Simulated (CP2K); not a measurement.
Consider s-triazine at its PBE geometry (Å).

```xyz
9

C     1.1881   -0.5235    0.0455
N     0.1525   -1.3752   -0.0600
C    -1.0438   -0.7659   -0.1061
N    -1.2653    0.5586   -0.0528
C    -0.1440    1.2896    0.0610
N     1.1125    0.8162    0.1138
H     2.1882   -0.9637    0.0783
H    -1.9222   -1.4105   -0.1963
H    -0.2660    2.3744    0.1165
```

Method: CP2K XAS_TDP, all-electron GAPW, PBEh(45%), aug-cc-pVDZ, TDA, GW2X-corrected core level, no relativity.

Q: Predict the bright core excitations at the C K edge.

Leading lines: C1 287.70 eV. The leading line of an atom is its first one with 35 % of the strongest within 2.5 eV of its lowest line over the strength cut. Core ionisation energies at this level: C1 294.67 eV.

The first six lines of each atom with a strength over 0.0015:

```
                             atom  energy (eV)  states  strength, one atom  above the computed threshold
C1 (bonded to 2 N and H), 3 alike       287.70       1              0.0632                              
                                        292.61       1              0.0137                              
                                        293.58       1              0.0037                              
                                        294.63       1              0.0026                              
                                        294.91       1              0.0109                           yes
                                        295.39       1              0.0118                           yes
```

Lines are vertical, at one geometry, with no vibrational structure. GW2X ionisation energies and lines can be off by 1 to 2 eV either way, and a good line position may hide errors that cancel. These values hold no scalar relativity, about 0.1 eV for C 1s. Rydberg lines, and the discretised continuum above threshold, depend on the basis and the box.

[Banner, clock and machine lines of the logs are left out without a mark of their own.]

[Logs are printed without paths, hosts, clocks, repeated set-up lines and the standing remarks that a program may print on its own settings, such as how far it seeks lower states.]

[Hosts, paths, dates, database ids (printed as entryN), source tags and the programs' standing remarks are cut or masked in the printed files.]
